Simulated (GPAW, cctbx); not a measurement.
## Bonding in HfCr3 as X-rays see it

Question: by how much does bonding change the X-ray structure factors of HfCr3, how firmly does DFT give the change, and what does a routine refinement make of it?

The cell comes from substitution in a known structure type and wasn't matched to any measured phase. All numbers below are calculated.

## Step 1: Find the equilibrium geometry

The density hangs on the geometry, so cell and atoms are relaxed first, with the symmetry held. The cutoff is set higher than for the density because stress converges slowly with plane waves.

Settings: GPAW 26.7.0, PBE, 570 eV, 4×4×4 k-points, Fermi–Dirac width 0.1 eV, spin-polarised, BFGS to 0.03 eV/Å.

```text
cell
1.0
     4.719000000    0.000000000    0.000000000
     0.000000000    4.719000000    0.000000000
     0.000000000    0.000000000    4.719000000
Hf Cr
2 6
Direct
0.500000000 0.500000000 0.500000000
0.000000000 0.000000000 0.000000000
0.000000000 0.500000000 0.250000000
0.000000000 0.500000000 0.750000000
0.500000000 0.250000000 0.000000000
0.750000000 0.000000000 0.500000000
0.500000000 0.750000000 0.000000000
0.250000000 0.000000000 0.500000000
```

```console
$ OMP_NUM_THREADS=1 mpirun -n 4 gpaw python run.py > gpaw.log
```

```text
BFGS:    0      -67.954074        1.487624
BFGS:    1      -68.044919        1.336788
BFGS:    2      -68.424629        0.335159
BFGS:    3      -68.454464        0.024954
cell  4.8514 4.8514 4.8514  90.00 90.00 90.00
volume 114.186 A^3, largest force 0.000 eV/A, largest stress 0.28 GPa
```

After 3 steps the volume has changed by +8.7 % and the energy by -0.500 eV; the largest stress left is 0.28 GPa. It took 1.8 min on 4 cores of Intel(R) Xeon(R) Platinum 8488C (Sapphire Rapids) (shared host), peak memory 1.1 GiB.

Relaxed structure: Pm-3n (no. 223), a = 4.8514 Å, b = 4.8514 Å, c = 4.8514 Å, α = 90.00°, β = 90.00°, γ = 90.00°.

| atom | mult. | x | y | z |
| --- | --- | --- | --- | --- |
| Hf1 | 2 | 1/2 | 1/2 | 1/2 |
| Cr1 | 6 | 0 | 1/2 | 1/4 |

## Step 2: Density and charge transfer

X-rays see the whole electron density, so the PAW density is rebuilt with its core regions. Subtracting spherical free atoms from the same code cancels the cores and leaves the deformation density Δρ, the part due to bonding.

Settings: PBE, 450 eV, 5×5×5 k-points, Fermi–Dirac width 0.1 eV, spin-polarised; primitive cell of 8 atoms.

```console
$ OMP_NUM_THREADS=1 mpirun -n 4 gpaw python run.py > gpaw.log
```

```text
|iter:   1|       0s |  -65.976437 | +0.13 |       | +17.9697|
|iter:   2|       1s |  -65.645062 | -1.33 | -0.74 | +17.6255|
|iter:   3|       2s |  -66.582742 | -0.87 | -0.76 | +12.3371|
...
|iter:  18|      18s |  -68.201612c| -6.78 | -5.04c|  -0.0008|
|iter:  19|      19s |  -68.201613c| -7.19 | -5.04c|  -0.0002|
|iter:  20|      19s |  -68.201613c| -7.50c| -5.63c|  +0.0002|
```

```text
grid (48, 48, 48)  electrons 288.000  moved by bonding 2.792 e
deformation density beyond 0.5 A of the nuclei: max 0.144, min -0.360 e/A^3
atom        x       y       z   Voronoi charge  moment
Hf1    0.5000  0.5000  0.5000      0.023       0.00
Hf2    0.0000  0.0000  0.0000      0.023       0.00
Cr3    0.0000  0.5000  0.2500     -0.008       0.00
Cr4    0.0000  0.5000  0.7500     -0.008       0.00
Cr5    0.5000  0.2500  0.0000     -0.008       0.00
Cr6    0.7500  0.0000  0.5000     -0.008       0.00
Cr7    0.5000  0.7500  0.0000     -0.008       0.00
Cr8    0.2500  0.0000  0.5000     -0.008       0.00
mean inner potential of superposed free atoms 28.405 V
total magnetic moment 0.000 muB
```

Deformation density in a plane through the shortest contact of the Cr atom at the origin, in 0.01 e/Å³ (clipped at ±99); x from -1.6 to 4.0 Å, y from 2.4 down to -2.4 Å:

```text
  .   .   .   2   1   7   9   9   9   9   7   1   2   .   .   .
 -2   .  -2  -3   1   6   7   6   6   7   6   1  -3  -2   .  -2
 -3   1  -3  -3   2   5   6   5   5   6   5   2  -3  -3   1  -3
  2   3   2   2   3   4   4   4   4   4   4   3   2   2   3   2
  5   8   5  -1   0  -3  -1   4   4  -1  -3   0  -1   5   8   5
  4   9   4 -16   . -15  -7   5   5  -7 -15   . -16   4   9   4
  6   9   6  10   .   .   6   8   8   6   .   .  10   6   9   6
  4   9   4 -16   . -15  -7   5   5  -7 -15   . -16   4   9   4
  5   8   5  -1   0  -3  -1   4   4  -1  -3   0  -1   5   8   5
  2   3   2   2   3   4   4   4   4   4   4   3   2   2   3   2
 -3   1  -3  -3   2   5   6   5   5   6   5   2  -3  -3   1  -3
 -2   .  -2  -3   1   6   7   6   6   7   6   1  -3  -2   .  -2
  .   .   .   2   1   7   9   9   9   9   7   1   2   .   .   .
```

Atoms in or within 0.15 Å of the plane: Hf (3.6, 2.4), Hf (-1.2, 2.4), Hf (3.6, -2.4), Hf (-1.2, -2.4), Cr (0.0, 0.0), Cr (2.4, 0.0) Å. Dots mark points within about 0.45 Å of a nucleus; large values next to them are atomic features.

Hardly any net charge crosses the Voronoi midplanes, which need not mean no transfer: free-atom tails already reach into the neighbours' cells. Along the shortest contact from the Cr atom at the map's origin, Cr–Cr at 2.43 Å, Δρ is +0.09 e/Å³ at the midpoint: a bond charge, the mark of covalency. At the midpoints of other shortest contacts it is +0.02 (Hf–Cr, 2.71 Å) e/Å³. Point values carry grid noise of about 0.01 e/Å³. The moments given at the start die out. The run needed 20 iterations, 29 s.

## Step 3: From the density to structure factors

The Fourier components of Δρ, added to those of the free atoms, give the static X-ray structure factors; the Mott–Bethe relation turns them into the Fourier components V of the potential that fast electrons feel.

```text
static structure factors of the conventional cell: F in electrons, V (Mott-Bethe) in volts
   h  k  l      d  |F| table  |F| free   |F| DFT   change   |V| free  |V| DFT  change %
   0  1  1  3.4305    88.845    89.015    89.220    0.205     3.300    3.203     -2.9
   0  2  0  2.4257   156.988   156.593   156.013   -0.580     8.363    8.500      1.6
   0  2  1  2.1696    68.872    68.479    67.329   -1.150     5.200    5.418      4.2
   1  2  1  1.9806   147.556   147.137   146.424   -0.713     7.064    7.177      1.6
   0  2  2  1.7152    78.869    78.690    79.223    0.533     2.044    1.981     -3.1
   0  3  1  1.5341    76.357    76.160    76.519    0.359     1.874    1.841     -1.8
   2  2  2  1.4005    20.786    20.587    21.228    0.641     1.621    1.671      3.1
   0  3  2  1.3455    51.743    51.778    51.568   -0.210     3.214    3.229      0.5
   1  3  2  1.2966   122.293   122.170   122.101   -0.069     4.712    4.717      0.1
   0  4  0  1.2129   165.593   165.591   165.866    0.275     7.228    7.212     -0.2
   0  4  1  1.1766     0.000     0.000     0.000    0.000     0.000    0.000        -
   0  3  3  1.1435    68.284    68.108    68.192    0.084     1.464    1.460     -0.3
   1  4  1  1.1435    68.284    68.108    68.076   -0.032     1.464    1.466      0.1
   0  4  2  1.0848   110.253   110.193   110.198    0.005     3.865    3.864     -0.0
```

The largest X-ray change is -1.15 e on 021, 1.7 % of |F|. For electrons V goes as (Z − F)/g², so a change of F counts against Z − F, which is small at low angle and wherever the atoms' terms cancel: |V| of 021 moves by +4.2 % (5.20 to 5.42 V) against -1.7 % in |F|. The tabulated Hartree–Fock atoms differ from the free DFT atoms by up to 0.42 e, so the choice of reference atom matters too.

## Step 4: How cheap can the run be?

Cutoff and k-mesh: one is changed at a time, to find what the result needs.

| run | ΔF 021 (e) | ΔF 121 (e) | ΔF 222 (e) | q(Cr) (e) | moved (e) | time |
| --- | --- | --- | --- | --- | --- | --- |
| 450 eV 5×5×5 | -1.150 | -0.713 | +0.641 | -0.008 | 2.792 | 29 s |
| 250 eV 5×5×5 | -1.162 | -0.722 | +0.646 | -0.006 | 2.824 | 17 s |
| 350 eV 5×5×5 | -1.156 | -0.716 | +0.643 | -0.002 | 2.787 | 23 s |
| 750 eV 5×5×5 | -1.148 | -0.712 | +0.642 | -0.008 | 2.765 | 52 s |
| 450 eV 2×2×2 | -1.169 | -0.744 | +0.572 | -0.014 | 2.810 | 18 s |
| 450 eV 3×3×3 | -1.150 | -0.708 | +0.644 | -0.007 | 2.801 | 18 s |

Within 0.02 e of the base on all three: 250 eV 5×5×5, 450 eV 3×3×3, 350 eV 5×5×5 and 750 eV 5×5×5. The largest error, 0.069 e, comes with 450 eV 2×2×2. Times are from shared hosts.

## Step 5: Refining ordinary atoms against data with bonding

Routine crystallography fits spherical atoms. To see the bias, intensities are simulated from tabulated atoms plus the DFT change ΔF, so that bonding alone can misfit (4578 reflections of the full sphere, merged to the counts below, to 0.45 Å, 1 % proportional noise plus counting noise, assumed isotropic U as listed, Δρ smeared by the mean U) and refined with cctbx over different ranges.

| range | data | R1 | GooF | U Hf1 (true 0.0035) | U Cr1 (true 0.0053) | largest shift (Å) | Δρ max, min (e/Å³) |
| --- | --- | --- | --- | --- | --- | --- | --- |
| all data | 138 | 0.0024 | 1.69 | 0.0035 | 0.0053 | 0.0000 | 0.31, -0.35 |
| low resolution, d > 0.84 | 24 | 0.0031 | 2.99 | 0.0032 | 0.0052 | 0.0000 | 0.22, -0.16 |
| high order, d < 0.75 | 103 | 0.0019 | 1.12 | 0.0035 | 0.0053 | 0.0000 | 0.20, -0.14 |
| occupancies free, d > 0.7 | 41 | 0.0023 | 1.88 | 0.0035 | 0.0049 | 0.0000 | 0.13, -0.14 |

With all data GooF is 1.69, so the misfit of spherical atoms stands above the noise; the top residual peak lies 0.00 Å from Hf and 2.71 Å from Cr, on the atom. U of Hf1 is off by -9 % at low resolution and by +0 % from high-order data, where mostly the cores scatter (GooF 1.12). Symmetry fixes every coordinate, so the shifts are zero by construction. With Hf1 held at 1 and the scale free, the other occupancies refine to Cr1 0.989(0.002), on sites that are all full: they absorb part of the misfit, and only ratios to the fixed site mean anything.

## Step 6: Answer

Bonding moves 2.79 e in the primitive cell of HfCr3 and changes the structure factors of the conventional cell in the table above by at most 1.15 e (021, 1.7 %), and among reflections above 2 % of the strongest by up to 3.1 % (222). The shortest bond, Cr–Cr, has Δρ = +0.09 e/Å³ at its midpoint, a covalent bond charge. Within 0.02 e of the base on all three: 250 eV 5×5×5, 450 eV 3×3×3, 350 eV 5×5×5 and 750 eV 5×5×5. The largest error, 0.069 e, comes with 450 eV 2×2×2. With all data GooF is 1.69, so the misfit of spherical atoms stands above the noise. Limits: static density, frozen cores, no spin–orbit coupling.

[Outputs are excerpts: Python notices, other lines and further rows are left out; steps that failed or that the build refused (PBEsol, TPSS) are not shown.]

[Logs are printed without paths, hosts, clocks, repeated set-up lines and the standing remarks that a program may print on its own settings, such as how far it seeks lower states.]
